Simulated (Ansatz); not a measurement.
**G0W0 on several functionals: WS2 (Tungstenite)**

How much of the starting functional survives in the G0W0 gap of WS2 (Tungstenite)?

Main program and level: Ansatz 0.2.0; G0W0 on several functionals, plane waves, PAW.

In doubt: masses and optical values from hybrid runs of this build are listed as unsure (step 4), which bears on the screening that GW takes from such a start.

**1. Starting point**

Symmetry: P6_3/mmc, No. 194, hexagonal system. Conventional cell: a = 3.153 Å, b = 3.153 Å, c = 12.323 Å, α = 90.00°, β = 90.00°, γ = 120.00°. W has 6 S at 2.40 Å nearest. Nearest to S lie 3 W at 2.40 Å. Farther neighbours and most contacts between anions are not listed.

The cell and positions come from the Crystallography Open Database and are kept as given unless a step says otherwise. Spin-orbit coupling is left out unless a step names it. The default PAW set here is soft_2. Its files were made with PBE.

**2. G0W0 on PBE**

G0W0 replaces the xc potential by the self-energy, built once from these orbitals. Only a window of levels is corrected, while the sums run over the empty bands that the input names.

This step: G0W0 on PBE, plane waves, PAW.

input.yaml reads:

```yaml
crystal:
  lattice:
    - [3.1532, 0.0, 0.0]
    - [-1.5766, 2.7307513032, 0.0]
    - [0.0, 0.0, 12.323]
  atoms:
    - { symbol: W, position: [0.3333333333, 0.6666666667, 0.25] }
    - { symbol: W, position: [0.6666666667, 0.3333333333, 0.75] }
    - { symbol: S, position: [0.3333333333, 0.6666666667, 0.6225] }
    - { symbol: S, position: [0.6666666667, 0.3333333333, 0.1225] }
    - { symbol: S, position: [0.3333333333, 0.6666666667, 0.8775] }
    - { symbol: S, position: [0.6666666667, 0.3333333333, 0.3775] }
kpoints:
  mp_grid: { grid: [6, 6, 2] }
hamiltonian:
  xc: pbe
scf:
  occupations: { method: fixed }
gw:
  n_empty_bands: 316
  ecut_chi: 120
  qp_bands: [v2, c2]
  qp_kpoints: band_edges
  screening: { model: contour_deformation }
```

On the command line:

```bash
$ ansatz run input.yaml --threads 2 --pin off --max-ram 92160MiB --backend cuda --events-out ev --progress --plain --runs-dir out --devices 1 --max-vram 13GiB  # rebuilt from the run's record
```

Numbers of over 12 decimals in the logs are rounded to 6 here.

Log:

```text
GPUs: using 1 of 1 available (devices: 1).
Engine: ansatz 0.2.0, x86_64-unknown-linux-gnu
Pseudopotentials: kind: paw
Pseudopotential: W, paw, valence charge 14, recommended cutoff 420 eV (normal), W.paw.azcp
Pseudopotential: S, paw, valence charge 6, recommended cutoff 420 eV (normal), S.paw.azcp
Functional definition: PBE
  parameter kappa = 0.804
  parameter beta = 0.066725
  exchange = pbe_x(kappa = kappa, mu = beta*pi^2/3)
  correlation = pbe_c(beta = beta)
device memory: the entry about to start is reckoned to put 1.1 GiB on a device that reports 37.4 GiB free (of which the cap on the GPU budget leaves the run 13.0 GiB)
GPU FFT provider: cuFFT
GPU libraries: cuBLAS 13.8.2, cuFFT 12.4.0, cuSOLVER 12.3.4
Crystal: 6 atoms, lattice volume = 106.108 Å³
Basis set: ecut = 420 eV, 2057 PW (Γ)
Bands: 32, of which v1, the nominal top of the filled ones, is band 26 counted from 1 (25 counted from 0)
Symmetry: 24 space group operations
Space group: P63/mmc (ITA 194), of the structure as read, at distance tolerance 4.7e-5 Å
k-points: 14 of 72
Non-local potential: W, projectors of the file, l = 0: 3, l = 1: 2, l = 2: 2, l = 3: 1
Non-local potential: S, projectors of the file, l = 0: 2, l = 1: 2, l = 2: 2
PAW form: soft (Blöchl's): semilocal exchange-correlation on the pseudo side does not see the compensation charge
PAW one-centre angular grid: W, 590 points (default); XC on 64 Gauss nodes
PAW one-centre angular grid: S, 110 points (default); XC on 64 Gauss nodes
Initial density: superposition of atomic densities (neutral atoms: chi_scale 0, normalization atom), corrected by the library's trained network
Initial wavefunctions: pseudopotential atomic-orbital guess
GPU buffer pool allocated for 51840 grid points (all kernels)
GPU transforms: local potential and band sums: pruned to the plane-wave sphere, on 24×24×90
Functional: x = pbe(κ = 0.804, μ = 0.219515), c = pbe(β = 0.066725)
SCF iter   1: F=—  HF=-24382.730793 eV  |F-HF|=—  |Δ(HF+E_count)|=         —  Δρ=5.24e-3  dr2=1.40e-2  ethr=1.77e-3  ⟨swp⟩=5.0  Hψ=1824  notcnv=0  defer=34
preconditioner: auto → Resta (q_TF=auto, 2.423 Å⁻¹)  ε∞=7.5  [insulator: Δε(μ)=0.973 eV  Ē_g=8.457 eV  n_scr=26 (ndim 8)  ℏωp=21.6 eV  f_vac=0.016  ε∞_Penn≈7.5]
SCF iter   2: F=—  HF=-24382.735470 eV  |F-HF|=—  |Δ(HF+E_count)|=   4.68e-3  Δρ=2.84e-3  dr2=2.39e-3  ethr=2.69e-5  ⟨swp⟩=2.1  Hψ=765  notcnv=0  defer=54
SCF iter   3: F=—  HF=-24382.739376 eV  |F-HF|=—  |Δ(HF+E_count)|=   3.91e-3  Δρ=1.10e-3  dr2=4.28e-4  ethr=4.59e-6  ⟨swp⟩=2.0  Hψ=668  notcnv=0  defer=54
SCF iter   4: F=—  HF=-24382.740069 eV  |F-HF|=—  |Δ(HF+E_count)|=   6.93e-4  Δρ=7.30e-5  dr2=8.85e-6  ethr=8.23e-7  ⟨swp⟩=2.0  Hψ=707  notcnv=0  defer=54
SCF iter   5: F=—  HF=-24382.740073 eV  |F-HF|=—  |Δ(HF+E_count)|=   3.94e-6  Δρ=1.93e-5  dr2=4.54e-7  ethr=1.70e-8  ⟨swp⟩=2.0  Hψ=653  notcnv=0  defer=7
SCF iter   6: F=-24382.740073 eV  HF=-24382.740073 eV  |F-HF|=3.11e-8  |Δ(HF+E_count)|=   2.32e-7  Δρ=5.46e-6  dr2=4.66e-8  ethr=1.92e-10  ⟨swp⟩=6.0  Hψ=1449  notcnv=0
SCF 1 converged in 6 iterations: F = -24382.740073 eV  dr2 = 4.66e-8
  greatest PAW one-centre occupation: 1.000 electrons in one spin orbital (limit 2), on the W atom at site 0 (counted from 0), in its partial waves of l = 0
device memory: the entry about to start is reckoned to put 1.2 GiB (of the 1.3 GiB reckoned in all, the device holds 0.1 GiB already) on a device that reports 37.6 GiB free (of which the cap on the GPU budget leaves the run 12.9 GiB)
NSCF: frozen V_eff on 14 k-points, pencils in batches of 32, up to order 128
the band table was solved once the SCF had ended and its energy, with any forces and stress, was formed, with the checks that follow a solve (1818 applications of the Hamiltonian). They found nothing against the state; the energy, forces and stress were not computed again (output.eigenvalues in the input reference)
device memory: the entry about to start is reckoned to put 3.0 GiB on a device that reports 39.1 GiB free (of which the cap on the GPU budget leaves the run 13.0 GiB)
NSCF: frozen V_eff on 14 k-points
G₀W₀ screening: q 1/14
[... further progress lines ...]
SCF converged after 6 iterations
Free energy (F): -24382.740073 eV
Harris-Foulkes:  -24382.740073 eV  (|F-HF|=3.11e-8)
Internal energy: -24382.740073 eV  (E = F + TS)
E sigma→0 (E₀):  -24382.740073 eV
Fermi energy:    11.772355 eV
--- Per-component energies (eV) ---
  E_band       = -370.176484
  E_kinetic    = 1334.930425
  E_local      = -3493.891376  (includes V_loc(G=0)·N_el)
  E_nonlocal   = 114.816403
  E_hartree    = 1387.836124
  E_xc         = -925.296252
  E_vxc        = -831.408121  (∫ρ·V_xc dr)
  E_paw        = -19526.370332  (= ΣΔE_a)
  E_vpaw       = -270.301021  (= ΣTr[D̂ρ^β])
  E_aug_tail   = -0.000124  (compensation charges beyond the density's cutoff)
  E_ewald      = -3274.764942
  E_smearing   = -0.000000  (= −TS)
  E_closure    = 0.000000  (closes the sum)
  Σ components = -24382.740073   (vs F -24382.740073, Δ=0.00e0)
--- Band table (eV; the first three rows and the last of 14) ---
  k-point 0: bands = [... 22 lower, 9.5825, 10.2596, 10.5463, 11.7724, 14.0831, 14.0831, 14.0936, 14.0936, ... 2 higher]
  k-point 1: bands = [... 22 lower, 9.5557, 9.5557, 11.4543, 11.4543, 14.0758, 14.0758, 14.0758, 14.0758, ... 2 higher]
  k-point 2: bands = [... 22 lower, 9.4496, 10.3110, 10.5109, 10.9318, 13.3421, 13.7797, 13.9391, 14.0159, ... 2 higher]
  k-point 13: bands = [... 22 lower, 8.6637, 8.6637, 11.1204, 11.1204, 13.0734, 13.0734, 14.3557, 14.3557, ... 2 higher]
--- G₀W₀: contour deformation, 7 samples at zero and on the imaginary axis and 1 off it, 72 q-points, 316 empty bands' worth ---
  eigenvalues of the whole cell's RPA ε∞ on this k-mesh (on a slab, of 1 + 4πα/V) = 5.9222, 13.9786, 13.9786; static W/v taken at q = 0 is 0.074737
  bands read: the sum over 342 bands ends inside a degenerate multiplet in 1 slot, whose members it reads at an even weight; the widest, k=1: bands 341 to 344 (counted from 1) at 2/4 each
  gw.qp_kpoints: band_edges: 10 of 14 stored k-points solved, in 1 pass; an edge of the gap read off the rows below is read off those points alone
    valence top: of the k-points left out ik 6 came nearest to being solved in a further pass, in band 26 (counted from 1, as in the quasiparticle table): it holds the edge there only if its correction is more favourable than any solved in that band by at least 1.526 eV; those differ by 0.079 eV
    conduction bottom: of the k-points left out ik 4 came nearest to being solved in a further pass, in band 27 (counted from 1, as in the quasiparticle table): it holds the edge there only if its correction is more favourable than any solved in that band by at least 0.685 eV; those differ by 0.166 eV
    ik  band        ε_KS         Σx   Σc(E_QP)       V_xc       Z   E_QP_lin       E_QP  E_QP is
     0    25     10.5463   -18.2760     1.0484   -16.9847  0.7516    10.3023    10.3033  root
     0    26     11.7724   -19.4998     0.5300   -18.8127  0.7572    11.6151    11.6154  root
     0    27     14.0831   -13.7635    -4.2710   -18.4151  0.7581    14.4662    14.4638  root
     0    28     14.0831   -13.7635    -4.2710   -18.4151  0.7581    14.4662    14.4638  root
     1    25     11.4543   -19.2051     0.7940   -18.2106  0.7575    11.2533    11.2538  root
     1    26     11.4543   -19.2051     0.7940   -18.2106  0.7575    11.2533    11.2538  root
     1    27     14.0758   -13.7199    -4.2469   -18.3391  0.7575    14.4504    14.4481  root
     1    28     14.0758   -13.7199    -4.2469   -18.3391  0.7575    14.4504    14.4481  root
     2    25     10.5109   -18.8641     1.1292   -17.5097  0.7510    10.2849    10.2857  root
     2    26     10.9318   -19.1836     0.9403   -18.0464  0.7549    10.7343    10.7349  root
     2    27     13.3421   -13.3133    -3.9262   -17.4887  0.7605    13.5923    13.5914  root
     2    28     13.7797   -14.0801    -3.9926   -18.3749  0.7510    14.0835    14.0819  root
     3    25     10.8665   -19.2205     1.0574   -17.9488  0.7544    10.6517    10.6523  root
     3    26     10.8665   -19.2205     1.0574   -17.9488  0.7544    10.6517    10.6523  root
     3    27     13.6277   -13.6594    -4.0542   -17.9950  0.7572    13.9104    13.9091  root
     3    28     13.6277   -13.6594    -4.0542   -17.9950  0.7572    13.9104    13.9091  root
     8    25     10.2360   -19.5561     1.3285   -18.0073  0.7486    10.0148    10.0156  root
     8    26     10.2628   -19.5826     1.2954   -18.0750  0.7482    10.0498    10.0506  root
     8    27     12.7498   -12.9892    -3.7197   -16.9238  0.7683    12.9652    12.9647  root
     8    28     13.6040   -14.1940    -4.1654   -18.6731  0.7542    13.9195    13.9178  root
     9    25     10.2547   -19.5773     1.3100   -18.0510  0.7485    10.0377    10.0384  root
     9    26     10.2547   -19.5773     1.3100   -18.0510  0.7485    10.0377    10.0384  root
     9    27     13.1497   -13.5351    -3.9094   -17.7065  0.7637    13.4126    13.4116  root
     9    28     13.1497   -13.5351    -3.9094   -17.7065  0.7637    13.4126    13.4116  root
[...]
12    25     11.0286   -18.6732     0.6327   -17.8364  0.7600    10.8241    10.8246  root
    12    26     11.2359   -19.1662     0.5443   -18.4487  0.7598    11.0623    11.0626  root
    12    27     13.0733   -15.7447    -3.8683   -19.9202  0.7584    13.3818    13.3805  root
    12    28     13.0733   -15.7447    -3.8683   -19.9202  0.7584    13.3818    13.3805  root
    13    25     11.1204   -18.8566     0.5845   -18.0821  0.7601    10.9300    10.9304  root
    13    26     11.1204   -18.8566     0.5845   -18.0821  0.7601    10.9300    10.9304  root
    13    27     13.0734   -15.7503    -3.8683   -19.9259  0.7584    13.3820    13.3808  root
    13    28     13.0734   -15.7503    -3.8683   -19.9259  0.7584    13.3820    13.3808  root
```

It took 15 s on 1 × NVIDIA H100 80GB HBM3 (shared by 6 runs) with 2 threads of AMD EPYC 7R13 (Zen 3), shared host; peak memory 1.5 GiB.

The column dr2 measures how far the density is from self-consistency, as an energy; F and HF (Harris–Foulkes) agree once it is small.

This step gave:

- bands summed: 342
- RPA ε∞ on this mesh (eigenvalues): 5.922, 13.98, 13.98
- plane waves in the screening matrix: 317
- q-points in the mesh: 72
- G0W0 gap on the mesh: 1.349 eV
- k of the valence top: 0, 0, 0
- k of the conduction bottom: 0.1667, 0.1667, 0
- starting gap on the mesh: 0.9775 eV
- Z at the valence top: 0.7572
- Z at the conduction bottom: 0.7683
- least direct G0W0 gap on the computed points: 2.318 eV

The gap on the mesh goes from 0.98 eV to 1.35 eV, a correction of +0.37 eV. Between the two edge states, bare exchange in place of the xc potential would open the gap by 4.62 eV, and correlation takes back 4.25 eV.

**3. G0W0 on r2SCAN**

One-shot GW remembers its start. Another functional's orbitals and levels show by how much.

This step: G0W0 on r2SCAN, plane waves, PAW.

input.yaml, as its differences from that of step 2:

```diff
@@ -15,3 +15,3 @@
 hamiltonian:
-  xc: pbe
+  xc: r2scan
 scf:
```

Log:

```text
GPUs: using 1 of 1 available (devices: 1).
[...]
GPU FFT provider: cuFFT
GPU libraries: cuBLAS 13.8.2, cuFFT 12.4.0, cuSOLVER 12.3.4
Crystal: 6 atoms, lattice volume = 106.108 Å³
Basis set: ecut = 500 eV, 2685 PW (Γ), exchange–correlation on 96×96×360 points (64 copies of the dense FFT grid, shifted against one another)
Bands: 32, of which v1, the nominal top of the filled ones, is band 26 counted from 1 (25 counted from 0)
[... 1 set-up line as in the run before ...]
[...]
k-points: 14 of 72
[...]
GPU buffer pool allocated for 51840 grid points (all kernels)
[...]
SCF iter   1: F=—  HF=-24423.089276 eV  |F-HF|=—  |Δ(HF+E_count)|=         —  Δρ=8.00e-3  dr2=4.22e-2  dr2_τ=1.68e-1  ethr=1.77e-3  ⟨swp⟩=4.7  Hψ=1864  notcnv=0  defer=43
[...]
SCF iter   7: F=-24423.240844 eV  HF=-24423.240844 eV  |F-HF|=5.26e-9  |Δ(HF+E_count)|=   1.05e-7  Δρ=2.33e-6  dr2=4.07e-9  dr2_τ=4.73e-10  ethr=1.92e-10  ⟨swp⟩=6.2  Hψ=1620  notcnv=0
SCF 1 converged in 7 iterations: F = -24423.240844 eV  dr2 = 4.07e-9
[...]
NSCF: frozen V_eff on 14 k-points, pencils in batches of 32, up to order 128
[...]
NSCF: frozen V_eff on 14 k-points
G₀W₀ screening: q 1/14
[... further progress lines ...]
SCF converged after 7 iterations
Free energy (F): -24423.240844 eV
[...]
Internal energy: -24423.240844 eV  (E = F + TS)
E sigma→0 (E₀):  -24423.240844 eV
Fermi energy:    11.649686 eV
[...]
--- Band table (eV; the first three rows and the last of 14) ---
  k-point 0: bands = [... 22 lower, 9.3151, 10.0059, 10.3863, 11.6497, 14.1129, 14.1129, 14.1246, 14.1246, ... 2 higher]
  k-point 1: bands = [... 22 lower, 9.2870, 9.2870, 11.3082, 11.3082, 14.1026, 14.1026, 14.1026, 14.1026, ... 2 higher]
  k-point 2: bands = [... 22 lower, 9.1836, 10.0690, 10.3365, 10.7791, 13.3524, 13.7679, 14.0122, 14.0136, ... 2 higher]
  k-point 13: bands = [... 22 lower, 8.3570, 8.3570, 10.9497, 10.9497, 13.0315, 13.0315, 14.3885, 14.3885, ... 2 higher]
[...]
0    25     10.3863   -18.4572     1.0392   -17.3168  0.7590    10.2850    10.2852  root
     0    26     11.6497   -19.6481     0.5437   -19.0607  0.7646    11.6060    11.6060  root
     0    27     14.1129   -13.8327    -4.2534   -18.5079  0.7658    14.5375    14.5347  root
     0    28     14.1129   -13.8327    -4.2534   -18.5079  0.7658    14.5375    14.5347  root
     1    25     11.3082   -19.3315     0.7973   -18.4619  0.7650    11.2359    11.2359  root
     1    26     11.3082   -19.3315     0.7973   -18.4619  0.7650    11.2359    11.2359  root
     1    27     14.1026   -13.8003    -4.2188   -18.4317  0.7648    14.5179    14.5151  root
     1    28     14.1026   -13.8003    -4.2188   -18.4317  0.7648    14.5179    14.5151  root
[...]
13    25     10.9497   -18.9731     0.5743   -18.3436  0.7674    10.8945    10.8945  root
    13    26     10.9497   -18.9731     0.5743   -18.3436  0.7674    10.8945    10.8945  root
    13    27     13.0315   -15.9690    -3.8305   -20.1881  0.7647    13.4220    13.4200  root
    13    28     13.0315   -15.9690    -3.8305   -20.1881  0.7647    13.4220    13.4200  root
```

Run time: 24 s. Hardware: 1 × NVIDIA H100 80GB HBM3 (shared by 6 runs) with 2 threads; peak memory 1.7 GiB; 32 s of CPU time.

Numbers from this step:

```
bands summed                                 : 342
RPA ε∞ on this mesh (eigenvalues)            : 5.512, 12.92, 12.92
plane waves in the screening matrix          : 317
q-points in the mesh                         : 72
G0W0 gap on the mesh                         : 1.419 eV
k of the valence top                         : 0, 0, 0
k of the conduction bottom                   : 0.1667, 0.1667, 0
starting gap on the mesh                     : 1.086 eV
Z at the valence top                         : 0.7646
Z at the conduction bottom                   : 0.7751
least direct G0W0 gap on the computed points : 2.395 eV
```

Against the run with 6×6×2 mesh, 316 empty bands, screening to 120 eV on PBE, the gap moves by +0.07 eV, while the start moved by +0.11 eV.

**4. G0W0 on HSE06**

This step: G0W0 on HSE06, plane waves, PAW.

input.yaml, as its differences from that of step 3:

```diff
@@ -15,3 +15,3 @@
 hamiltonian:
-  xc: r2scan
+  xc: hse06
 scf:
```

Log:

```text
GPUs: using 1 of 1 available (devices: 1).
[...]
davidson cushion auto → on  (no smearing: the cushion is to keep the highest requested band from converging to the state above it; pin scf.eigensolver.cushion to override)
[...]
GPU FFT provider: cuFFT
GPU libraries: cuBLAS 13.8.2, cuFFT 12.4.0, cuSOLVER 12.3.4
Crystal: 6 atoms, lattice volume = 106.108 Å³
Basis set: ecut = 420 eV, 2057 PW (Γ)
[...]
1    27     14.4405   -13.5780    -4.1431   -17.8610  0.7814    14.5806    14.5802  root
     1    28     14.4405   -13.5780    -4.1431   -17.8610  0.7814    14.5806    14.5802  root
[...]
13    25     10.7592   -18.7454     0.5311   -18.2321  0.7847    10.7770    10.7770  root
    13    26     10.7592   -18.7454     0.5311   -18.2321  0.7847    10.7770    10.7770  root
    13    27     13.2163   -15.6030    -3.7430   -19.5286  0.7826    13.3992    13.3989  root
    13    28     13.2163   -15.6030    -3.7430   -19.5286  0.7826    13.3992    13.3989  root
[key lines of the parts left out:]
Free energy (F): -24386.849043 eV
Fermi energy:    11.446487 eV
```

The job ended after 38 s (1 × NVIDIA H100 80GB HBM3 (shared by 6 runs) with 2 threads; peak memory 1.8 GiB).

Numbers from this step:

```yaml
bands_summed: 342
rpa_eps_infinity_on_this_mesh_eigenvalues: 4.980, 11.17, 11.17
plane_waves_in_the_screening_matrix: 317
g0w0_gap_on_the_mesh: 1.551 eV
k_of_the_valence_top: 0, 0, 0
k_of_the_conduction_bottom: 0.1667, 0.1667, 0
starting_gap_on_the_mesh: 1.501 eV
least_direct_g0w0_gap_on_the_computed_points: 2.490 eV
```

Against the run with 6×6×2 mesh, 316 empty bands, screening to 120 eV on r2SCAN, the gap moves by +0.13 eV, while the start moved by +0.41 eV.

**5. Side by side**

All on the 6×6×2 mesh with 316 empty bands and screening to 120 eV. Times are wall times on 1 × NVIDIA H100 80GB HBM3 (shared by 6 runs) with 2 threads of AMD EPYC 7R13 (Zen 3), shared host, good to a factor of about two.

```
 start  starting gap (eV)  shift (eV)  G0W0 gap (eV)  RPA ε∞ (harmonic mean)  Z (valence, conduction)  time
   PBE               0.98       +0.37           1.35                    9.62               0.76, 0.77  15 s
r2SCAN               1.09       +0.33           1.42                    8.92               0.76, 0.78  24 s
 HSE06               1.50       +0.05           1.55                    7.90               0.78, 0.79  38 s
```

The parts of the quasiparticle energy at the two band edges (eV; QP = start + Σx + Σc − Vxc):

```
   run               edge  start      Σx     Σc     Vxc     Z     QP
   PBE        valence top  11.77  -19.50   0.53  -18.81  0.76  11.62
   PBE  conduction bottom  12.75  -12.99  -3.72  -16.92  0.77  12.96
r2SCAN        valence top  11.65  -19.65   0.54  -19.06  0.76  11.61
r2SCAN  conduction bottom  12.74  -13.13  -3.71  -17.13  0.78  13.03
 HSE06        valence top  11.45  -19.52   0.56  -18.99  0.78  11.48
 HSE06  conduction bottom  12.95  -12.79  -3.66  -16.54  0.79  13.03
```

For a hybrid start, Vxc holds its share of exact exchange.

**6. Results**

| Quantity | Value |
| --- | --- |
| G0W0@PBE | 1.35 eV (start 0.98 eV) |
| G0W0@r2SCAN | 1.42 eV (start 1.09 eV) |
| G0W0@HSE06 | 1.55 eV (start 1.50 eV) |
| known limits | not at the basis limit; no spin-orbit coupling; coarse k mesh |

The starting gaps span 0.52 eV and the G0W0 gaps 0.20 eV. Between PBE and HSE06, 0.20 eV of the 0.52 eV survives, 39 %. HSE06 screens less than PBE (ε∞ 7.90 against 9.62). Of the 0.20 eV by which its G0W0 gap is higher, the correlation part gives +0.03 eV, and exchange with the one-particle terms, which follow the orbitals, +0.17 eV. The smallest correction, +0.05 eV, is on HSE06, the start nearest to reproducing itself. Bands and cutoff are finite, so the gap is not at the basis limit. The miss can reach some tenths of an eV and take either sign; the mesh is an error of its own. The 6×6×2 mesh is coarse for this cell (its supercell is 19 Å along the shortest edge). The RPA ε∞ on it, from the PBE start, is 5.92 and 13.98; such meshes misread the long-range screening, most where the gap is narrow. The many-body steps are scalar-relativistic: spin-orbit coupling is not in them.

[Paths, hosts, dates, memory and timing lines, banners, echoed tables and standing remarks are left out of the program output.]

[Logs are printed without paths, hosts, clocks, repeated set-up lines and the standing remarks that a program may print on its own settings, such as how far it seeks lower states.]

[Runs of the session that timed out or met a known fault of the program may be left out.]

[Cells called generated may have been cut or substituted from an entry of the Crystallography Open Database or the Materials Project.]

[Hosts, paths, dates, database ids (printed as entryN), source tags and the programs' standing remarks are cut or masked in the printed files.]
